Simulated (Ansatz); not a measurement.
Rows from a G0W0 calculation on AlGaAs2 (zincblende [001] superlattice) (Ansatz 0.2.0; G0W0 on PBEsol, plane waves, PAW; 4×4×1 mesh, 412 empty bands, screening to 48 eV), in eV. Spin-orbit coupling is left out.

| row | k | band | start | Σx | Σc at the solution | Vxc |
| --- | --- | --- | --- | --- | --- | --- |
| A | Γ | v3 | 7.145 | -15.948 | 1.204 | -14.810 |
| B | Γ | v1 | 7.215 | -16.663 | 1.600 | -15.085 |
| C | Γ | c4 | 8.681 | -6.852 | -3.561 | -10.732 |
| D | Γ | c1 | 8.143 | -10.894 | -3.017 | -14.740 |
| E | Γ | c3 | 8.470 | -6.072 | -3.572 | -9.970 |
| F | Γ | c2 | 8.279 | -6.080 | -3.522 | -9.965 |

Question: Work out each quasiparticle level and how far it moved.

The quasiparticle equation reads E = start + Σx + Σc(E) − Vxc.

| row | E (eV) | shift (eV) |
| --- | --- | --- |
| A | 7.211 | +0.066 |
| B | 7.238 | +0.023 |
| C | 8.999 | +0.319 |
| D | 8.972 | +0.829 |
| E | 8.796 | +0.326 |
| F | 8.642 | +0.363 |

Limits: short of the basis limit; no spin-orbit coupling; coarse k mesh.

[Paths, hosts, dates, memory and timing lines, banners, echoed tables and standing remarks are left out of the program output; an Ansatz launch command may be rebuilt from the run's recorded settings. Measured values are a selection of at most five: reports struck by readers or far from the other reports are left out. None is set beside runs whose start may be inverted or whose files or cutoffs have a known fault.]

[Runs of the session that timed out or met a known fault of the program may be left out.]

[Cells called generated may have been cut or substituted from an entry of the Crystallography Open Database or the Materials Project.]

[Hosts, paths, dates, database ids (printed as entryN), source tags and the programs' standing remarks are cut or masked in the printed files.]

[Where the starting crystal was built by hand or by swapping elements, it need not be the compound's stable phase.]
